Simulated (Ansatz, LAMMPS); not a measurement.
# Electronic structure of Al48Fe52 (at. %) with crystalline order left by the classical run (94 atoms)

Aim: energy, forces and density of states of Al48Fe52 (at. %) with crystalline order left by the classical run (94 atoms) at a fixed geometry.

Calculated with Ansatz 0.2.0; Kohn-Sham DFT, PBEsol, PAW (set soft_2), plane waves.

### 1. The starting structure

The cell holds 94 atoms: 45 Al and 49 Fe. Its edges and angles: a = 10.634 Å, b = 10.634 Å, c = 10.634 Å, α = 90.0°, β = 90.0°, γ = 90.0°. 94 atoms (45 Al, 49 Fe) placed at random at 4.39 g/cm³, melted at 2200 K for 10 ps at fixed volume with the EAM Al-Fe potential (Mendelev, Srolovitz, Ackland and Han, J. Mater. Res. 20, 208 (2005)). Quenched from 2200 K to 300 K at 30 K/ps and zero pressure, held 5 ps.

What the set-up can't give: The quench rate of 30 K/ps is orders of magnitude faster than experiment, which tends to freeze in extra defects. The network of bonds at the start is that of the classical potential that made the cell, and needn't be the one that DFT or experiment would give.

### 2. The classical run that made the cell

A classical potential makes the cell, at a small fraction of what the same run would cost in DFT.

This step: classical MD, EAM Al-Fe potential (Mendelev, Srolovitz, Ackland and Han, J. Mater. Res. 20, 208 (2005)) (LAMMPS 22 Jul 2025 - Update 4).

Contents of in.lmp:

```
# melt-quench of Al45Fe49
units metal
atom_style atomic
boundary p p p
region box block 0 11.4353 0 11.4353 0 11.4353
create_box 2 box
mass 1 26.9815   # Al
mass 2 55.8450   # Fe
create_atoms 1 random 45 595184 NULL overlap 1.81 maxtry 2000
create_atoms 2 random 49 595191 NULL overlap 1.81 maxtry 2000
pair_style eam/fs
pair_coeff * * AlFe_mm.eam.fs Al Fe
neigh_modify delay 0 every 1 check yes
thermo_style custom step time temp pe press density
thermo_modify norm yes
timestep 0.002
thermo 100
min_style cg
minimize 1e-4 1e-4 200 2000
reset_timestep 0
velocity all create 2200 595185 mom yes dist gaussian
fix lim all nve/limit 0.05
fix lan all langevin 2200 2200 0.2 595186 zero yes
thermo 500
run 1000 post no
unfix lim
unfix lan
thermo 833
fix md all nvt temp 2200 2200 0.2
run 5000 post no
unfix md
thermo 3166
fix md all npt temp 2200 300 0.2 iso 0 0 2
run 31667 post no
unfix md
thermo 1250
fix md all npt temp 300 300 0.2 iso 0 0 2
run 2500 post no
unfix md
write_dump all custom glass.dump id type xs ys zs modify sort id
```

The run is started by

```sh
> lmp -in in.lmp -log none -nocite
```

Numbers of over 12 decimals in the logs are rounded to 6 here.

What it wrote:

```text
LAMMPS (22 Jul 2025 - Update 4)
Created orthogonal box = (0 0 0) to (11.4353 11.4353 11.4353)
Created 45 atoms
Created 49 atoms
   Step          Time           Temp          PotEng         Press         Density
         0   0              0             -2.2004229      282018.19      4.3869896
        76   0.152          0             -3.6363292     -89563.802      4.3869896
Loop time of 0.025863 s on 1 MPI rank(s) for 76 steps with 94 atoms
Minimization stats:
  Stopping criterion = energy tolerance
  Energy initial, next-to-last, final =
     -2.20042287321078  -3.63599267547575  -3.63632921929384
  Force two-norm initial, final = 73.518495 0.56912831
[... 14 lines left out ...]
[... 1 line left out ...]
Loop time of 1.02414 s on 1 MPI rank(s) for 5000 steps with 94 atoms
   Step          Time           Temp          PotEng         Press         Density
[... 12 lines left out ...]
Loop time of 7.49304 s on 1 MPI rank(s) for 31667 steps with 94 atoms
   Step          Time           Temp          PotEng         Press         Density
     37667   75.334         269.82164     -3.8055879      13159.979      5.5362461
     38750   77.5           332.7309      -3.8053977      1308.3121      5.4893389
     40000   80             281.85234     -3.8007907     -1675.9277      5.4704767
     40167   80.334         325.9751      -3.805985      -7191.1809      5.4555315
Loop time of 0.582025 s on 1 MPI rank(s) for 2500 steps with 94 atoms
```

It took 9.5 s on 1 thread of Arm Neoverse V2, shared host; peak memory 0.075 GiB.

### 3. Plane-wave single point

The electrons are solved once, with the atoms held.

Contents of input.yaml:

```yaml
crystal:
  lattice:
    - [10.63386, 0.0, 0.0]
    - [0.0, 10.63386, 0.0]
    - [0.0, 0.0, 10.63386]
  atoms:
    - { symbol: Al, position: [0.30716, 0.0644, 0.18356] }
    - { symbol: Al, position: [0.24024, 0.52463, 0.7668] }
    - { symbol: Al, position: [0.95776, 0.67912, 0.53221] }
    - { symbol: Al, position: [0.1591, 0.25261, 0.14257] }
    - { symbol: Al, position: [0.33002, 0.30006, 0.51086] }
    - { symbol: Al, position: [0.30754, 0.59625, 0.97924] }
    - { symbol: Al, position: [0.63353, 0.92996, 0.63715] }
    - { symbol: Al, position: [0.50656, 0.76534, 0.00866] }
    - { symbol: Al, position: [0.89619, 0.93839, 0.11618] }
    - { symbol: Al, position: [0.73517, 0.11869, 0.72327] }
    - { symbol: Al, position: [0.6649, 0.36447, 0.8497] }
    - { symbol: Al, position: [0.76276, 0.75029, 0.32966] }
    - { symbol: Al, position: [0.22535, 0.93861, 0.39906] }
    - { symbol: Al, position: [0.12409, 0.01643, 0.0147] }
    - { symbol: Al, position: [0.1415, 0.49714, 0.53115] }
    - { symbol: Al, position: [0.76759, 0.52711, 0.45398] }
    - { symbol: Al, position: [0.48466, 0.1394, 0.64136] }
    - { symbol: Al, position: [0.01269, 0.2619, 0.3371] }
    - { symbol: Al, position: [0.7125, 0.93584, 0.90519] }
    - { symbol: Al, position: [0.91418, 0.7985, 0.91582] }
    - { symbol: Al, position: [0.96059, 0.69243, 0.15097] }
    - { symbol: Al, position: [0.36089, 0.52535, 0.34794] }
    - { symbol: Al, position: [0.86568, 0.54418, 0.72641] }
    - { symbol: Al, position: [0.73161, 0.74416, 0.07619] }
    - { symbol: Al, position: [0.18234, 0.82907, 0.19788] }
    - { symbol: Al, position: [0.72318, 0.14552, 0.02333] }
    - { symbol: Al, position: [0.78533, 0.3448, 0.3268] }
    - { symbol: Al, position: [0.57734, 0.53373, 0.02845] }
    - { symbol: Al, position: [0.68741, 0.7142, 0.81015] }
    - { symbol: Al, position: [0.28186, 0.27566, 0.74726] }
    - { symbol: Al, position: [0.47433, 0.59583, 0.81193] }
    - { symbol: Al, position: [0.56558, 0.44376, 0.24178] }
    - { symbol: Al, position: [0.56052, 0.63027, 0.44151] }
    - { symbol: Al, position: [0.20391, 0.07245, 0.6056] }
    - { symbol: Al, position: [0.82127, 0.94446, 0.48535] }
    - { symbol: Al, position: [0.65816, 0.95416, 0.21669] }
    - { symbol: Al, position: [0.69571, 0.33359, 0.58716] }
    - { symbol: Al, position: [0.30201, 0.04435, 0.82608] }
    - { symbol: Al, position: [0.15882, 0.56016, 0.16631] }
    - { symbol: Al, position: [0.43853, 0.06897, 0.38827] }
    - { symbol: Al, position: [0.84088, 0.09977, 0.30202] }
    - { symbol: Al, position: [0.33292, 0.20582, 0.98725] }
    - { symbol: Al, position: [0.24986, 0.7177, 0.59915] }
    - { symbol: Al, position: [0.87662, 0.85668, 0.69657] }
    - { symbol: Al, position: [0.04044, 0.55056, 0.94566] }
    - { symbol: Fe, position: [0.13236, 0.76165, 0.99136], spin: 2.2 }
    - { symbol: Fe, position: [0.07594, 0.0344, 0.23813], spin: 2.2 }
    - { symbol: Fe, position: [0.05398, 0.41672, 0.7503], spin: 2.2 }
    - { symbol: Fe, position: [0.73323, 0.73443, 0.5679], spin: 2.2 }
    - { symbol: Fe, position: [0.63448, 0.54416, 0.65863], spin: 2.2 }
    - { symbol: Fe, position: [0.18087, 0.37774, 0.95704], spin: 2.2 }
    - { symbol: Fe, position: [0.35841, 0.6801, 0.17683], spin: 2.2 }
    - { symbol: Fe, position: [0.40899, 0.40014, 0.90733], spin: 2.2 }
    - { symbol: Fe, position: [0.53796, 0.28532, 0.06031], spin: 2.2 }
    - { symbol: Fe, position: [0.6548, 0.12006, 0.46599], spin: 2.2 }
    - { symbol: Fe, position: [0.76591, 0.54883, 0.20236], spin: 2.2 }
    - { symbol: Fe, position: [0.96585, 0.07292, 0.66884], spin: 2.2 }
    - { symbol: Fe, position: [0.50027, 0.74705, 0.62922], spin: 2.2 }
    - { symbol: Fe, position: [0.90429, 0.06733, 0.89172], spin: 2.2 }
    - { symbol: Fe, position: [0.53795, 0.15308, 0.8668], spin: 2.2 }
    - { symbol: Fe, position: [0.06902, 0.68288, 0.74855], spin: 2.2 }
    - { symbol: Fe, position: [0.37935, 0.75723, 0.40374], spin: 2.2 }
    - { symbol: Fe, position: [0.87521, 0.29359, 0.71921], spin: 2.2 }
    - { symbol: Fe, position: [0.3883, 0.53378, 0.57925], spin: 2.2 }
    - { symbol: Fe, position: [0.16403, 0.67883, 0.38042], spin: 2.2 }
    - { symbol: Fe, position: [0.34946, 0.41049, 0.12676], spin: 2.2 }
    - { symbol: Fe, position: [0.17869, 0.40242, 0.32369], spin: 2.2 }
    - { symbol: Fe, position: [0.57679, 0.87754, 0.4202], spin: 2.2 }
    - { symbol: Fe, position: [0.54247, 0.39178, 0.44757], spin: 2.2 }
    - { symbol: Fe, position: [0.32147, 0.89134, 0.0048], spin: 2.2 }
    - { symbol: Fe, position: [0.10664, 0.91681, 0.79578], spin: 2.2 }
    - { symbol: Fe, position: [0.43134, 0.87942, 0.21241], spin: 2.2 }
    - { symbol: Fe, position: [0.49551, 0.89764, 0.82092], spin: 2.2 }
    - { symbol: Fe, position: [0.2127, 0.1667, 0.38471], spin: 2.2 }
    - { symbol: Fe, position: [0.49489, 0.36893, 0.7024], spin: 2.2 }
    - { symbol: Fe, position: [0.93319, 0.40808, 0.51974], spin: 2.2 }
    - { symbol: Fe, position: [0.97294, 0.55225, 0.33893], spin: 2.2 }
    - { symbol: Fe, position: [0.81244, 0.54974, 0.95253], spin: 2.2 }
    [... 10 atom lines left out ...]
    - { symbol: Fe, position: [0.56401, 0.68371, 0.22312], spin: 2.2 }
    - { symbol: Fe, position: [0.098, 0.17256, 0.82895], spin: 2.2 }
    - { symbol: Fe, position: [0.07789, 0.86316, 0.57615], spin: 2.2 }
    - { symbol: Fe, position: [0.10109, 0.27267, 0.56906], spin: 2.2 }
    - { symbol: Fe, position: [0.9265, 0.32464, 0.93143], spin: 2.2 }
    - { symbol: Fe, position: [0.37895, 0.92535, 0.58689], spin: 2.2 }
magnetization:
  spin_polarized: true
kpoints:
  mp_grid: { grid: [2, 2, 2] }
hamiltonian:
  xc: pbesol
scf:
  occupations: { method: fermi_dirac, width: 0.1 }
output:
  forces: true
  stress: true
  populations: true
  dos:
    method: { smearing: { sigma: 0.08 } }
    de: 0.1
    projected: { site_lists: { Al: [Al], Fe: [Fe] } }
  eigenvalues: true
  write_density: true
  write_potential: true
  volumetric_format: npy
```

The run is started by

```sh
> ansatz run input.yaml --threads 8 --pin off --max-ram 15872MiB --backend cpu --events-out ev --progress --plain --runs-dir out
```

What it wrote:

```text
Engine: ansatz 0.2.0, aarch64-unknown-linux-gnu
Pseudopotentials: kind: paw
Pseudopotential: Al, paw, valence charge 3, recommended cutoff 420 eV (normal), Al.paw.azcp
Pseudopotential: Fe, paw, valence charge 16, recommended cutoff 420 eV (normal), Fe.paw.azcp
Functional definition: PBEsol
  exchange = pbesol_x
  correlation = pbesol_c
Crystal: 94 atoms, lattice volume = 1202.466 Å³
Basis set: ecut = 420 eV, 23583 PW (Γ), exchange–correlation on 144×144×144 points (8 copies of the dense FFT grid, shifted against one another)
Bands: 617, of which v1, the nominal top of the filled ones, is band 460 counted from 1 (459 counted from 0)
Symmetry: 1 space group operations
Space group: P1 (ITA 1), of the structure as read, at distance tolerance 1.1e-4 Å
Magnetic group: BNS 1.1 (UNI 1), of the structure as read, at distance tolerance 1.1e-4 Å
k-points: 8
Non-local potential: Al, projectors of the file, l = 0: 2, l = 1: 2, l = 2: 1
Non-local potential: Fe, projectors of the file, l = 0: 3, l = 1: 2, l = 2: 3, l = 3: 1
PAW form: soft (Blöchl's): semilocal exchange-correlation on the pseudo side does not see the compensation charge
PAW frozen core: Al, regenerated for the run's functional, and the local potential with it (the file was generated under x = pbe(κ = 0.804, μ = 0.219515), c = pbe(β = 0.066725))
PAW frozen core: Fe, regenerated for the run's functional, and the local potential with it (the file was generated under x = pbe(κ = 0.804, μ = 0.219515), c = pbe(β = 0.066725))
PAW one-centre angular grid: Al, 110 points (default); XC on 64 Gauss nodes
PAW one-centre angular grid: Fe, 590 points (default); XC on 64 Gauss nodes
Initial density: superposition of atomic densities (chi_scale 0.1, normalization cell)
Starting moments: Σ|m| = 107.8 μB on 49 of 94 sites
Initial wavefunctions: pseudopotential atomic-orbital guess
Functional: x = pbesol(κ = 0.804, μ = 0.123457), c = pbesol(β = 0.046)
SCF iter   1: F=—  HF=-241622.363311 eV  |F-HF|=—  |Δ(HF+E_count)|=         —  Δρ=5.91e-2 (↑2.56e-2 ↓5.91e-2)  dr2=1.75e2  dr2_m=9.78e0  M=86.693 μB ∫|m|=92.695 μB  β_m=0.30  ethr=3.10e-3  ⟨swp⟩=5.1  Hψ=35760  notcnv=0  defer=630
preconditioner: auto → Kerker (q_TF=auto, 2.609 Å⁻¹)  [metal: Δε(μ)=0.001 eV  Ē_g=6.013 eV  σ=0.100 eV  W_gap=0.00  n_scr=364 (ndim 8)  ℏωp=24.6 eV  f_vac=0.000  D(μ)=83.14/eV (n_scr^D=894)]
spin=Collinear: Kerker preconditioning applied to the charge; magnetization (m = ρ↑ − ρ↓) channel mixes plain (no charge-response kernel on spin).
SCF iter   2: F=—  HF=-241622.144844 eV  |F-HF|=—  |Δ(HF+E_count)|=   2.18e-1  Δρ=7.53e-2 (↑5.89e-2 ↓7.53e-2)  dr2=2.62e2  dr2_m=6.63e0  M=83.831 μB ∫|m|=90.527 μB  β_m=0.30  ethr=3.10e-3  ⟨swp⟩=2.3  Hψ=15974  notcnv=0  defer=1162
spin-set hold released at iteration 2 (site moments show no strong build): the magnetisation degrees of freedom join the quasi-Newton model from the next iteration; the mixer history was kept
SCF iter   3: F=—  HF=-241616.503868 eV  |F-HF|=—  |Δ(HF+E_count)|=    5.64e0  Δρ=5.64e-2 (↑2.83e-2 ↓5.64e-2)  dr2=1.51e2  dr2_m=5.51e0  M=84.609 μB ∫|m|=92.174 μB  β_m=0.17  ethr=3.10e-3  ⟨swp⟩=3.8  Hψ=19221  notcnv=0  defer=1152
SCF iter   4: F=—  HF=-241609.921458 eV  |F-HF|=—  |Δ(HF+E_count)|=    6.58e0  Δρ=2.29e-2 (↑1.72e-2 ↓2.29e-2)  dr2=3.06e1  dr2_m=9.46e-1  M=84.639 μB ∫|m|=93.249 μB  β_m=0.23  ethr=3.10e-3  ⟨swp⟩=2.4  Hψ=11613  notcnv=0  defer=1138
SCF iter   5: F=—  HF=-241606.401991 eV  |F-HF|=—  |Δ(HF+E_count)|=    3.52e0  Δρ=2.62e-2 (↑1.48e-2 ↓2.62e-2)  dr2=2.47e1  dr2_m=1.13e0  M=82.192 μB ∫|m|=92.412 μB  β_m=0.19  ethr=3.10e-3  ⟨swp⟩=2.5  Hψ=12757  notcnv=0  defer=1130
SCF iter   6: F=—  HF=-241605.313719 eV  |F-HF|=—  |Δ(HF+E_count)|=    1.09e0  Δρ=1.04e-2 (↑8.27e-3 ↓1.04e-2)  dr2=2.46e0  dr2_m=7.15e-1  M=82.892 μB ∫|m|=93.258 μB  β_m=0.40  ethr=2.69e-3  ⟨swp⟩=2.0  Hψ=11017  notcnv=0  defer=1108
SCF iter   7: F=—  HF=-241605.620750 eV  |F-HF|=—  |Δ(HF+E_count)|=   3.07e-1  Δρ=2.15e-2 (↑1.34e-2 ↓2.15e-2)  dr2=1.83e1  dr2_m=6.33e-1  M=83.500 μB ∫|m|=93.815 μB  β_m=0.40  ethr=2.68e-4  ⟨swp⟩=2.2  Hψ=13596  notcnv=0  defer=1105
SCF iter   8: F=—  HF=-241605.067989 eV  |F-HF|=—  |Δ(HF+E_count)|=   5.53e-1  Δρ=7.74e-3 (↑4.66e-3 ↓7.74e-3)  dr2=1.02e0  dr2_m=2.82e-1  M=84.629 μB ∫|m|=94.828 μB  β_m=0.35  ethr=2.68e-4  ⟨swp⟩=2.1  Hψ=12873  notcnv=0  defer=1105
SCF iter   9: F=—  HF=-241605.096171 eV  |F-HF|=—  |Δ(HF+E_count)|=   2.82e-2  Δρ=6.89e-3 (↑4.60e-3 ↓6.89e-3)  dr2=1.15e0  dr2_m=1.90e-1  M=85.342 μB ∫|m|=95.435 μB  β_m=0.29  ethr=1.11e-4  ⟨swp⟩=2.0  Hψ=10280  notcnv=0  defer=1105
SCF iter  10: F=—  HF=-241605.079316 eV  |F-HF|=—  |Δ(HF+E_count)|=   1.69e-2  Δρ=3.76e-3 (↑2.69e-3 ↓3.76e-3)  dr2=2.45e-1  dr2_m=8.18e-2  M=86.059 μB ∫|m|=96.059 μB  β_m=0.53  ethr=1.11e-4  ⟨swp⟩=1.6  Hψ=8896  notcnv=0  defer=1105
[...]
SCF iter  39: F=—  HF=-241605.120413 eV  |F-HF|=—  |Δ(HF+E_count)|=   8.48e-7  Δρ=2.24e-5 (↑1.14e-5 ↓2.24e-5)  dr2=1.33e-5  dr2_m=1.04e-6  M=87.391 μB ∫|m|=97.858 μB  β_m=0.20  ethr=1.46e-9  ⟨swp⟩=2.0  Hψ=9788  notcnv=0  defer=1073
SCF iter  40: F=—  HF=-241605.120413 eV  |F-HF|=—  |Δ(HF+E_count)|=   3.15e-8  Δρ=1.47e-5 (↑1.19e-5 ↓1.47e-5)  dr2=7.47e-6  dr2_m=5.46e-7  M=87.390 μB ∫|m|=97.857 μB  β_m=0.21  ethr=1.44e-9  ⟨swp⟩=1.5  Hψ=9046  notcnv=0  defer=1073
SCF iter  41: F=—  HF=-241605.120413 eV  |F-HF|=—  |Δ(HF+E_count)|=   2.04e-7  Δρ=1.06e-5 (↑5.58e-6 ↓1.06e-5)  dr2=3.03e-6  dr2_m=2.70e-7  M=87.390 μB ∫|m|=97.856 μB  β_m=0.22  ethr=8.13e-10  ⟨swp⟩=1.0  Hψ=8799  notcnv=0  defer=1073
SCF iter  42: F=—  HF=-241605.120413 eV  |F-HF|=—  |Δ(HF+E_count)|=   1.78e-8  Δρ=9.32e-6 (↑6.21e-6 ↓9.32e-6)  dr2=3.06e-6  dr2_m=1.75e-7  M=87.390 μB ∫|m|=97.855 μB  β_m=0.17  ethr=3.29e-10  ⟨swp⟩=1.6  Hψ=9254  notcnv=0  defer=1073
SCF iter  43: F=—  HF=-241605.120413 eV  |F-HF|=—  |Δ(HF+E_count)|=   8.60e-8  Δρ=3.96e-6 (↑3.44e-6 ↓3.96e-6)  dr2=1.21e-7  dr2_m=1.24e-7  M=87.391 μB ∫|m|=97.855 μB  β_m=0.59  ethr=3.29e-10  ⟨swp⟩=1.0  Hψ=8799  notcnv=0  defer=1073
SCF iter  44: F=—  HF=-241605.120413 eV  |F-HF|=—  |Δ(HF+E_count)|=   7.77e-8  Δρ=4.61e-6 (↑3.59e-6 ↓4.61e-6)  dr2=6.34e-7  dr2_m=7.91e-8  M=87.390 μB ∫|m|=97.855 μB  β_m=0.59  ethr=1.09e-11  ⟨swp⟩=13.8  Hψ=64747  notcnv=0
SCF iter  45: F=—  HF=-241605.120413 eV  |F-HF|=—  |Δ(HF+E_count)|=   3.30e-7  Δρ=1.76e-5 (↑7.89e-6 ↓1.76e-5)  dr2=1.01e-5  dr2_m=3.28e-7  M=87.390 μB ∫|m|=97.854 μB  β_m=0.37  ethr=1.32e-11  ⟨swp⟩=2.0  Hψ=16669  notcnv=0  recentre
SCF iter  46: F=—  HF=-241605.120413 eV  |F-HF|=—  |Δ(HF+E_count)|=   2.81e-7  Δρ=5.21e-6 (↑3.19e-6 ↓5.21e-6)  dr2=1.15e-6  dr2_m=3.30e-8  M=87.389 μB ∫|m|=97.854 μB  β_m=0.30  ethr=1.32e-11  ⟨swp⟩=2.0  Hψ=16629  notcnv=0
SCF iter  47: F=—  HF=-241605.120413 eV  |F-HF|=—  |Δ(HF+E_count)|=   3.35e-9  Δρ=5.58e-6 (↑2.89e-6 ↓5.58e-6)  dr2=1.15e-6  dr2_m=3.10e-8  M=87.389 μB ∫|m|=97.854 μB  β_m=0.21  ethr=1.32e-11  ⟨swp⟩=2.0  Hψ=15503  notcnv=0
SCF iter  48: F=-241605.120413 eV  HF=-241605.120413 eV  |F-HF|=1.89e-8  |Δ(HF+E_count)|=   3.40e-8  Δρ=1.20e-6 (↑1.06e-6 ↓1.20e-6)  dr2=3.00e-8  dr2_m=7.44e-9  M=87.389 μB ∫|m|=97.854 μB  ethr=1.09e-11  ⟨swp⟩=5.0  Hψ=45677  notcnv=0
SCF 1 converged in 48 iterations: F = -241605.120413 eV  dr2 = 3.00e-8
  greatest PAW one-centre occupation: 1.002 electrons in one spin orbital (limit 2), on the Fe atom at site 66 (counted from 0), in its partial waves of l = 1
some or all of what a close reads of its open shells is tried by no SCF: some or all of their fillings by name were not asked, since the model of its bands would take too long in so large a cell. Whether a lower state lies along it is not known (a run that goes on reads the state that it goes on from)
SCF converged after 48 iterations
Magnetization: 87.3891 μB (503.1946 up, 415.8054 down)
Absolute magnetization: 97.8696 μB (∫|ρ↑−ρ↓|, with the PAW one-centre terms)
Spin contamination: 2.8376 ħ² per cell (⟨S²⟩ above its minimum at these occupations)
Per-site moments (μB) at R_I (Å): [(-0.034959, 0.985449), (-0.032556, 0.947006), (-0.035527, 0.983123), (-0.042752, 0.986251), (-0.039607, 0.955633), [...]
Free energy (F): -241605.120413 eV
Harris-Foulkes:  -241605.120413 eV  (|F-HF|=1.89e-8)
Internal energy: -241602.429292 eV  (E = F + TS)
E sigma→0 (E₀):  -241603.774853 eV
Entropy (-TS):   -2.691121 eV (-28.629 meV/atom)
Fermi energy:    13.343265 eV
--- Per-component energies (eV) ---
  E_band       = -13216.595692
  E_kinetic    = 18409.827265
  E_local      = -160075.080578  (includes V_loc(G=0)·N_el)
  E_nonlocal   = 11237.718683
  E_hartree    = 70396.557431
  E_xc         = -7562.046977
  E_vxc        = -8796.369946  (∫ρ·V_xc dr)
  E_paw        = -85903.140621  (= ΣΔE_a)
  E_vpaw       = -14785.853549  (= ΣTr[D̂ρ^β])
  E_aug_tail   = 0.041051  (compensation charges beyond the density's cutoff)
  E_ewald      = -88115.947683
  E_core_change = 9.642138  (= ΣΔE_core)
  E_smearing   = -2.691121  (= −TS)
  E_closure    = -0.000000  (closes the sum)
  Σ components = -241605.120413   (vs F -241605.120413, Δ=0.00e0)
--- Forces (eV/Å), atoms counted from 1 ---
  atom   1  Al    -0.06371978    -0.67770704     0.20315603
  atom   2  Al     0.69302411     0.19343062    -0.34054743
  atom   3  Al     0.16817289    -0.20491581    -0.44878543
  atom   4  Al    -0.49003385     0.37730893     0.91422591
  atom   5  Al     0.72874144     1.36975697    -0.34123707
  atom   6  Al    -0.44873486     0.35071227     0.49458707
  atom   7  Al    -1.03972436    -0.54836193    -0.22142363
  atom   8  Al    -0.64903871     1.07625227     0.02553932
  atom   9  Al     0.26885400     0.31284813     0.31941410
  atom  10  Al     0.30311592     0.83611279     0.22755889
  atom  11  Al     0.64242482    -0.07487503     0.45301694
  atom  12  Al     0.76093024    -0.26089260     0.32421185
  atom  13  Al     0.08983390    -1.01809437     0.61623004
  atom  14  Al    -0.83445325    -0.00593589    -0.67212093
[...]
atom  93  Fe    -0.01837964     0.46392986     0.28680060
  atom  94  Fe     0.28020603    -0.13546686     0.43666676
  max |Σ_I F_I| component: 7.17e-6 eV/Å
--- Stress (GPa, compression-positive) ---
       -0.757369       0.401900       0.608051
        0.401900      -2.566389       0.095544
        0.608051       0.095544      -0.759092
  P = ⅓ Tr σ = -1.3609 GPa (-13.609 kbar)
--- Band table (eV; the first three rows and the last of 16) ---
  k-point 0 ↑: bands = ["-74.5861", "-74.5572", "-74.4753", "-74.4584", [... 601 levels ...], "19.2306", "19.3311", "19.3841", "19.4743", "19.5164", "19.5553", "19.6368", "19.7727", "19.8218", "19.8814", "19.9042", "20.0396"]
[...]
--- Löwdin populations: 94 sites ---
  site symbol       q [e]    m [muB]
     0     Al      3.2519    -0.0998
     1     Al      3.2032    -0.0841
     2     Al      3.2456    -0.1061
[...]
93     Fe     15.5960     1.9148
  spilling = 0.009034 (of n_electrons = 919.000000)
```

Elapsed: 13 min, on 8 threads of Arm Neoverse V2, shared host; peak memory 11 GiB.

The column dr2 measures how far the density is from self-consistency, as an energy; F and HF (Harris–Foulkes) agree once it is small.

The program notes that it cut back its work space to fit the memory limit.

Read from the output:

```
free energy                             : -241605.1204 eV
free energy per atom                    : -2570.2672 eV/atom
SCF cycles                              : 48
pressure                                : -1.361 GPa
r.m.s. force component                  : 0.5274 eV/Å
longest force                           : 2.384 eV/Å
Fermi energy                            : 13.34 eV
levels partly filled by over 2 per cent : 511
total moment                            : 87.39 μB
absolute moment                         : 97.87 μB
spilling of the projection              : 0.009034
```

(Part 1 of 2 ends here.)

[Logs are printed without paths, hosts, clocks, repeated set-up lines and the standing remarks that a program may print on its own settings, such as how far it seeks lower states.]

[Hosts, paths, dates, database ids (printed as entryN), source tags and the programs' standing remarks are cut or masked in the printed files.]
